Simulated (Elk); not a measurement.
**Fe: spin-spiral energies**

Aim: the energy of spin spirals in Fe along a path of wavevectors.

Program: Elk 11.2.3 (patched build). Level of theory: LDA (Perdew-Wang); all-electron APW+lo, Dirac cores, scalar-relativistic bands. Results are calculated unless marked as measured.

This is a report of a sequence of runs, with most program output left out.

The database entry behind the starting cell differs from later determinations by our own check (an axis about 0.7 % long against later determinations), so it need not match the best structure at ambient conditions.

## 1. The starting structure

Symmetry: Im-3m, No. 229, cubic system. The conventional cell has a = 2.886 Å, b = 2.886 Å, c = 2.886 Å, α = 90.00°, β = 90.00°, γ = 90.00°. Nearest to Fe lie 8 Fe at 2.50 Å.

## 2. The state at q = 0

The energies of all spirals count from this run, made with the same spinor basis and mesh so that errors cancel.

The moments start as ferro +, in the xy plane (a flat spiral, cone angle 90°).

Moments are seeded by fields in the spheres (the last three columns under atoms), set against the wanted direction and reduced each loop.

File elk.in:

```
tasks
  0

xctype
  3

rgkmax
  7.0

nempty
  12

swidth
  0.002

reducebf
  0.5

epsengy
  1e-06

maxscl
  100

lmaxi
  2

spinsprl
  .true.

spinpol
  .true.

vqlss
  0.000000 0.000000 0.000000

sppath
  './'

avec
  -2.72687479783 2.72687479783 2.72687479783
  2.72687479783 -2.72687479783 2.72687479783
  2.72687479783 2.72687479783 -2.72687479783

atoms
  1
  'Fe.in'
  1
  0.0000000000 0.0000000000 0.0000000000   -0.210000 0.000000 0.000000

ngridk
  12 12 12
```

Command:

```sh
$ OMP_NUM_THREADS=2 elk
```

It took 33 s on 2 threads of Intel Xeon Platinum 8375C at 2.90GHz (Ice Lake), shared host; peak memory 0.07 GiB.

Numbers from this step:

```yaml
density_of_states_at_the_fermi_level: 1.056 states/eV/cell
moment_between_the_spheres: -0.02924, 0, 0 μB
magnetization: 2.279, 9.49e-4, 0 μB
final_state: ferromagnetic
largest_moment: 2.309 μB
```

After 21 cycles the largest moment stands at 2.31 μB.

## 3. One pass at q = (0.1667, -0.1667, 0.1667)

One diagonalisation in the potential of q = 0; by the force theorem the spiral's energy is the band energy with the smearing's entropy term, less that of a like pass at q = 0. The total energy that such a pass prints is not self-consistent and is not used.

Changes to elk.in since step 2:

```diff
@@ -1,3 +1,3 @@
 tasks
-  0
+  1
 
@@ -22,3 +22,3 @@
 maxscl
-  100
+  1
 
@@ -34,3 +34,3 @@
 vqlss
-  0.000000 0.000000 0.000000
+  0.166667 -0.166667 0.166667
 
@@ -48,3 +48,3 @@
   1
-  0.0000000000 0.0000000000 0.0000000000   -0.210000 0.000000 0.000000
+  0.0000000000 0.0000000000 0.0000000000   -0.000210 0.000000 0.000000
```

Command:

```sh
$ OMP_NUM_THREADS=2 elk
```

It took 5.2 s on 2 threads; peak memory 0.08 GiB; 10 s of CPU time.

Numbers from this step:

* magnetization: 2.279, 9.47e-4, 0 μB
* final state: spiral
* largest moment: 2.302 μB

Moments of a spiral are printed for the first cell, in the frame that turns with it; over the crystal the turning parts cancel.

By that sum this spiral lies +67.4 meV a seeded atom from q = 0.

## 4. One pass at q = (0.3333, -0.3333, 0.3333)

Changes to elk.in since step 3:

```diff
@@ -34,3 +34,3 @@
 vqlss
-  0.166667 -0.166667 0.166667
+  0.333333 -0.333333 0.333333
```

Command:

```sh
$ OMP_NUM_THREADS=2 elk
```

The job ended after 5.2 s (2 threads; peak memory 0.08 GiB; 9.9 s of CPU time).

This step gave:

- magnetization: 2.193, 9.37e-4, 0 μB
- final state: spiral
- largest moment: 2.208 μB

By that sum this spiral lies +284.4 meV a seeded atom from q = 0.

## 5. An attempt with other settings

A slip in the input shows what the program catches and what it lets pass.

Changes to elk.in since step 2:

```diff
@@ -22,3 +22,3 @@
 maxscl
-  100
+  60
 
@@ -34,3 +34,3 @@
 vqlss
-  0.000000 0.000000 0.000000
+  0.000000 0.000000 0.500000
 
@@ -38,2 +38,5 @@
   './'
+
+scale
+  1.88972612
```

Command:

```sh
$ OMP_NUM_THREADS=2 elk
```

Wall time 5 min (2 threads); peak memory 0.2 GiB.

The run was cut off at its time limit.

The fault put into the input: lattice vectors scaled to bohr twice.

After 14 loops the RMS change of the potential stands at 6e-04 Ha, falling at every loop but slowly.

The vectors were already in bohr, so the added factor sets the atoms 1.89 times too far apart.

## 6. The whole path

Wavevectors, in fractions of the reciprocal vectors: (0, 0, 0); (0.167, -0.167, 0.167); (0.333, -0.333, 0.333); (0.5, -0.5, 0.5); (0.333, -0.333, 0.5); (0.167, -0.167, 0.5); (0, 0, 0.5); (0, 0, 0.333); (0, 0, 0.167); (0, 0, 0); (0.167, 0.167, 0.167); (0.333, 0.333, 0.333). The path runs through Γ, H, N, Γ, near P.

Table of energy less that at q = 0, frozen potential by path:

```csv
path (Å⁻¹),"energy less that at q = 0, frozen potential (meV a seeded atom)"
0.00,0
0.73,67.4
1.45,284
2.18,457
2.69,359
3.20,248
3.72,214
4.23,133
4.74,28.8
5.26,0
6.51,168
7.77,196
```

The magnon energy 4 dE/(M sin²θ), frozen potential by path:

```csv
path (Å⁻¹),"magnon energy 4 dE/(M sin²θ), frozen potential (meV)"
0.00,0
0.73,118
1.45,499
2.18,803
2.69,630
3.20,435
3.72,376
4.23,234
4.74,50.6
5.26,0
6.51,295
7.77,343
```

## 7. What came out

```
lowest point  : (0, 0, 0), 0 meV a seeded atom (frozen potential)
highest point : (0.5, -0.5, 0.5), 457 meV a seeded atom
```

In words: No spiral on the path lies under the state at q = 0; the dearest costs 457 meV a seeded atom. The force theorem is exact for small turns only; a flat spiral at large q turns neighbours far. The magnon energies are adiabatic and undamped; from flat spirals they are a Heisenberg estimate. The mesh is the same for all points and was not tested: differences of a few meV, and of some ten in a metal, can be noise.

[Logs and program files are shortened in this print: banners, set-up blocks, solver, clock and traceback lines can be left out without a mark of their own.]

[Logs are printed without paths, hosts, clocks, repeated set-up lines and the standing remarks that a program may print on its own settings, such as how far it seeks lower states.]

[Hosts, paths, dates, database ids (printed as entryN), source tags and the programs' standing remarks are cut or masked in the printed files.]

[Where a cell is said to come from a database of computed structures, the database is the Materials Project.]
